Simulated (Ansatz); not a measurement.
# Cs on Cu(111): change of the work function

How does Cs on the fcc site change the work function of Cu(111) as the layer fills?

Calculated with Ansatz 0.2.0; plane-wave DFT, PBE, Ansatz PAW.

### 1. Set-up

The cell holds 4 atoms: 4 Cu. Its edges and angles: a = 2.553 Å, b = 2.553 Å, c = 24.253 Å, α = 90.0°, β = 90.0°, γ = 60.0°. Vacuum lies along c.

### 2. The clean slab

The bare slab comes first, as the zero from which every change is counted. The two lowest layers are held at bulk places and the upper ones relax. The dipole correction removes the false field that a one-sided slab makes across the periodic vacuum, so each face gets a flat vacuum level of its own.

input.yaml reads:

```yaml
crystal:
  lattice:
    - [2.5526554801, 0.0, 0.0]
    - [1.27632774, 2.2106644929, 0.0]
    - [0.0, 0.0, 24.2527034153]
  atoms:
    - { symbol: Cu, position: [0.0, 0.0, 0.3710926508] }
    - { symbol: Cu, position: [0.3333333333, 0.3333333333, 0.4570308836] }
    - { symbol: Cu, position: [0.6666666667, 0.6666666667, 0.5429691164] }
    - { symbol: Cu, position: [0.0, 0.0, 0.6289073492] }
kpoints:
  mp_grid: { grid: [12, 12, 1] }
hamiltonian:
  xc: pbe
scf:
  occupations: { method: fermi_dirac, width: 0.1 }
  convergence: { dr2_threshold: 1.0e-08 }
efield:
  axis: 3
  dipole_correction: true
  ramp_position: 0.97
  ramp_width: 0.06
relax:
  f_tol: 0.02
  max_steps: 60
  constraints: [{ sites: [0, 1] }]
output:
  write_potential: true
  write_density: true
  volumetric_format: npy
```

Started as:

```
$ ansatz run input.yaml --threads 4 --pin off --max-ram 16384MiB --backend cpu --events-out ev --progress --plain --runs-dir out
```

Numbers of over 12 decimals in the logs are rounded to 6 here.

What it wrote:

```text
Engine: ansatz 0.2.0, aarch64-unknown-linux-gnu
Pseudopotentials: kind: paw
Pseudopotential: Cu, paw, valence charge 19, recommended cutoff 420 eV (normal), Cu.paw.azcp
Functional definition: PBE
  parameter kappa = 0.804
  parameter beta = 0.066725
  exchange = pbe_x(kappa = kappa, mu = beta*pi^2/3)
  correlation = pbe_c(beta = beta)
Crystal: 4 atoms, lattice volume = 136.860 Å³
Basis set: ecut = 420 eV, 2739 PW (Γ), exchange–correlation on 36×36×360 points (8 copies of the dense FFT grid, shifted against one another)
Bands: 46, of which v1, the nominal top of the filled ones, is band 38 counted from 1 (37 counted from 0)
Symmetry: 6 space group operations
k-points: 19 of 144 (time reversal used)
Non-local potential: Cu, projectors of the file, l = 0: 3, l = 1: 2, l = 2: 3, l = 3: 1
PAW form: soft (Blöchl's): semilocal exchange-correlation on the pseudo side does not see the compensation charge
PAW one-centre angular grid: Cu, 590 points (default); XC on 64 Gauss nodes
Initial density: superposition of atomic densities (neutral atoms: chi_scale 0, normalization atom), corrected by the library's trained network
Initial wavefunctions: pseudopotential atomic-orbital guess
Functional: x = pbe(κ = 0.804, μ = 0.219515), c = pbe(β = 0.066725)
SCF iter   1: F=—  HF=-26499.782585 eV  |F-HF|=—  |Δ(HF+E_count)|=         —  Δρ=1.47e-3  dr2=6.66e-3  ethr=1.77e-3  p=0.000 e·Å  D=5.28e-14 V/Å  ΔV_dip=-0.00 eV  dr2_dipole=2.85e-8  V_vac-E_F(+/−)=4.73/4.73 eV  ⟨swp⟩=8.5  Hψ=3842  notcnv=0  defer=14
efield: sawtooth ramp at fractional position 0.9700 (set: `efield.ramp_position`, or a place that a band, a saddle search or an elastic batch's reference lends), width 0.0600; the density the first Hamiltonian is built on has a dipole p = 0.000 e·Å; the dipole correction subtracts the counter field D = 5.28e-14 V/Å, which shifts the + side's vacuum level by -0.00 eV against the − side's; the planar-averaged density in the ramp window peaks in size at 4.1e-5 e/Å³
preconditioner: auto → LDOS  [insulator: Δε(μ)=0.354 eV  Ē_g=8.430 eV  σ=0.100 eV  W_gap=0.62  n_scr=18 (ndim 8)  ℏωp=21.1 eV  f_vac=0.614  D(μ)=1.13/eV (n_scr^D=8)  ε∞_Penn≈7.2  β→1.0]
SCF iter   2: F=—  HF=-26499.789730 eV  |F-HF|=—  |Δ(HF+E_count)|=   7.15e-3  Δρ=2.64e-3  dr2=1.12e-2  ethr=8.77e-6  p=0.000 e·Å  D=7.48e-6 V/Å  ΔV_dip=-0.00 eV  dr2_dipole=6.78e-8  V_vac-E_F(+/−)=4.82/4.82 eV  ⟨swp⟩=2.9  Hψ=2151  notcnv=0  defer=27
SCF iter   3: F=—  HF=-26499.788157 eV  |F-HF|=—  |Δ(HF+E_count)|=   1.57e-3  Δρ=2.15e-3  dr2=3.58e-3  ethr=8.77e-6  p=-0.000 e·Å  D=-6.60e-6 V/Å  ΔV_dip=0.00 eV  dr2_dipole=3.87e-9  V_vac-E_F(+/−)=4.78/4.78 eV  ⟨swp⟩=2.0  Hψ=1532  notcnv=0  defer=27
SCF iter   4: F=—  HF=-26499.787332 eV  |F-HF|=—  |Δ(HF+E_count)|=   8.24e-4  Δρ=2.43e-4  dr2=1.31e-4  ethr=4.72e-6  p=-0.000 e·Å  D=-1.36e-6 V/Å  ΔV_dip=0.00 eV  dr2_dipole=1.44e-9  V_vac-E_F(+/−)=4.77/4.77 eV  ⟨swp⟩=2.0  Hψ=1282  notcnv=0  defer=27
SCF iter   5: F=—  HF=-26499.787315 eV  |F-HF|=—  |Δ(HF+E_count)|=   1.71e-5  Δρ=1.75e-4  dr2=3.18e-5  ethr=1.73e-7  p=-0.000 e·Å  D=-7.63e-8 V/Å  ΔV_dip=0.00 eV  dr2_dipole=4.91e-13  V_vac-E_F(+/−)=4.78/4.78 eV  ⟨swp⟩=2.1  Hψ=1339  notcnv=0  defer=27
SCF iter   6: F=—  HF=-26499.787332 eV  |F-HF|=—  |Δ(HF+E_count)|=   1.71e-5  Δρ=1.60e-4  dr2=2.49e-5  ethr=4.18e-8  p=0.000 e·Å  D=1.03e-7 V/Å  ΔV_dip=-0.00 eV  dr2_dipole=2.58e-12  V_vac-E_F(+/−)=4.78/4.78 eV  ⟨swp⟩=2.3  Hψ=1426  notcnv=0  defer=27
SCF iter   7: F=—  HF=-26499.787333 eV  |F-HF|=—  |Δ(HF+E_count)|=   5.61e-7  Δρ=5.82e-5  dr2=3.29e-6  ethr=3.27e-8  p=0.000 e·Å  D=6.31e-8 V/Å  ΔV_dip=-0.00 eV  dr2_dipole=1.99e-12  V_vac-E_F(+/−)=4.78/4.78 eV  ⟨swp⟩=2.3  Hψ=1131  notcnv=0  defer=27
SCF iter   8: F=—  HF=-26499.787328 eV  |F-HF|=—  |Δ(HF+E_count)|=   4.62e-6  Δρ=1.25e-5  dr2=1.97e-7  ethr=4.33e-9  p=-0.000 e·Å  D=-1.65e-8 V/Å  ΔV_dip=0.00 eV  dr2_dipole=1.97e-13  V_vac-E_F(+/−)=4.78/4.78 eV  ⟨swp⟩=2.1  Hψ=1227  notcnv=0  defer=27
SCF iter   9: F=-26499.787329 eV  HF=-26499.787329 eV  |F-HF|=4.40e-9  |Δ(HF+E_count)|=   1.91e-7  Δρ=2.14e-6  dr2=4.91e-9  ethr=1.32e-11  p=0.000 e·Å  D=1.41e-7 V/Å  ΔV_dip=-0.00 eV  dr2_dipole=3.27e-12  V_vac-E_F(+/−)=4.79/4.79 eV  ⟨swp⟩=8.3  Hψ=6785  notcnv=0
SCF 1 converged in 9 iterations: F = -26499.787329 eV  dr2 = 4.91e-9
  greatest PAW one-centre occupation: 1.000 electrons in one spin orbital (limit 2), on the Cu atom at site 3 (counted from 0), in its partial waves of l = 0
relax step   1: F+E_penalty+E_count = -26499.78732861 eV  Δ(F+E_penalty+E_count) = +0.000e0 eV  max|allowed force component| = 1.263e-2 eV/Å  Δτ_max = 0.0000 Å  (9 SCF iters, accepted)
NSCF: frozen V_eff on 19 k-points
the band table was solved once a step of the walk had ended and its energy, with any forces and stress, was formed, with the checks that follow a solve (4566 applications of the Hamiltonian). They found nothing against the state; the energy, forces and stress were not computed again (output.eigenvalues in the input reference)
WARN: The input density's exchange-correlation potential varies sharply where the density is thin. Do not read a vacuum level from v_tot or v_xc, or from such a field of the output density. On a cell that repeats whose density bears no net charge and no dipole along the vacuum's axis use v_es (v_loc + v_h of the components); under efield.dipole_correction with no amplitude use v_es + v_field, which holds any external [...]
SCF converged after 9 iterations
Free energy (F): -26499.787329 eV
Harris-Foulkes:  -26499.787329 eV  (|F-HF|=4.40e-9)
Internal energy: -26499.748950 eV  (E = F + TS)
E sigma→0 (E₀):  -26499.768139 eV
Entropy (-TS):   -0.038378 eV (-9.595 meV/atom)
Fermi energy:    2.702448 eV
Dipole field:    D = -0.000003 V/Å  (p = -0.000002 e·Å, saw-weighted, corrected)
Work function:   Φ+ = 4.7859 eV   Φ− = 4.7858 eV
Levels:          The Fermi level and band energies are counted from a zero that moves with the ramp; work functions are not
--- Per-component energies (eV) ---
  E_band       = -2495.104472
  E_kinetic    = 1198.592197
  E_local      = -181627.940557  (includes V_loc(G=0)·N_el)
  E_nonlocal   = 1563.718188
  E_hartree    = 89322.477451
  E_xc         = -355.976174
  E_vxc        = -459.154348  (∫ρ·V_xc dr)
  E_paw        = -6655.772125  (= ΣΔE_a)
  E_vpaw       = -1815.295425  (= ΣTr[D̂ρ^β])
  E_aug_tail   = 0.001085  (compensation charges beyond the density's cutoff)
  E_efield     = 0.000000  (sawtooth field / dipole correction)
  E_vefield    = 0.000000  (∫n·V_field dr)
  E_ewald      = 70055.150985
  E_smearing   = -0.038378  (= −TS)
  E_closure    = -0.000000  (closes the sum)
  Σ components = -26499.787329   (vs F -26499.787329, Δ=0.00e0)
--- Forces (eV/Å), atoms counted from 1 ---
  atom   1  Cu     0.00000000     0.00000000     0.01262860
  atom   2  Cu     0.00000000     0.00000000     0.00864278
  atom   3  Cu    -0.00000000     0.00000000    -0.00864300
  atom   4  Cu    -0.00000000    -0.00000000    -0.01263042
  max |Σ_I F_I| component: 2.04e-6 eV/Å
--- Band table (eV; the first three rows and the last of 19) ---
  k-point 0: bands = [... 34 lower, 0.7015, 0.9883, 0.9883, 1.1278, 1.1278, 1.4792, 2.4508, 6.9317, ... 4 higher]
  k-point 1: bands = [... 34 lower, 0.7069, 0.7722, 0.9591, 0.9858, 1.1309, 1.9111, 3.0010, 7.1104, ... 4 higher]
  k-point 2: bands = [... 34 lower, 0.6428, 0.7099, 0.9780, 1.1384, 1.2113, 2.6414, 4.1277, 7.6456, ... 4 higher]
  k-point 18: bands = [... 34 lower, 1.0442, 1.0505, 6.1270, 6.3749, 6.3749, 7.1516, 7.1516, 7.9011, ... 4 higher]
--- Relaxed structure (1 steps of the walk, 1 accepted, 0 SCFs on fresh bases) ---
  F+E_penalty+E_count = -26499.78732861 eV   max|allowed force component| = 1.263e-2 eV/Å
  atoms:
    - { symbol: Cu, position: [0.0, 0.0, 0.3710926508] }
    - { symbol: Cu, position: [0.333333, 0.333333, 0.4570308836] }
    - { symbol: Cu, position: [0.666667, 0.666667, 0.5429691164] }
    - { symbol: Cu, position: [0.0, 0.0, 0.6289073492] }
```

It took 4.5 s on 4 threads of Arm Neoverse V1, shared host; peak memory 0.47 GiB; 17 s of CPU time.

Hardly anything moved in the relaxation; the energy changed by under 0.2 meV an atom.

Numbers from this step:

```
energy at zero smearing   : -26499.7681 eV
work function, upper face : 4.786 eV
dipole along the normal   : -2.12e-6 e·Å
```

Running mean over 2.084 Å of the planar mean; the ramp of the sawtooth is left out. Electron's electrostatic potential energy less the Fermi level against z:

```
z (Å)  electron's electrostatic potential energy less the Fermi level (eV)
  3.0                                                                 4.79
  3.5                                                                 4.79
  4.0                                                                 4.79
  4.5                                                                 4.78
  5.0                                                                 4.78
  5.5                                                                 4.77
  6.0                                                                 4.73
  6.5                                                                 4.60
  7.0                                                                 4.11
  7.5                                                                 2.00
  8.0                                                                -2.75
  8.5                                                                -7.12
  9.0                                                                -8.54
  9.5                                                                -8.74
 10.0                                                                -8.78
 10.5                                                                -8.81
 11.0                                                                -8.83
 11.5                                                                -8.82
 12.0                                                                -8.81
 12.5                                                                -8.81
 13.0                                                                -8.82
 13.5                                                                -8.82
 14.0                                                                -8.79
 14.5                                                                -8.76
 15.0                                                                -8.69
 15.5                                                                -8.16
 16.0                                                                -5.25
 16.5                                                               -0.203
 17.0                                                                 3.41
 17.5                                                                 4.43
 18.0                                                                 4.68
 18.5                                                                 4.76
 19.0                                                                 4.78
 19.5                                                                 4.78
 20.0                                                                 4.79
 20.5                                                                 4.79
 21.0                                                                 4.79
```

The work function of the upper face is 4.79 eV.

[end of part 1 of 4]

[Logs are printed without paths, hosts, clocks, repeated set-up lines and the standing remarks that a program may print on its own settings, such as how far it seeks lower states.]

[Hosts, paths, dates, database ids (printed as entryN), source tags and the programs' standing remarks are cut or masked in the printed files.]

[Maps of the electrostatic potential energy from Ansatz leave out the sawtooth potential of an applied field or a dipole correction, so their vacuum need not be flat; planar profiles and work functions include it.]
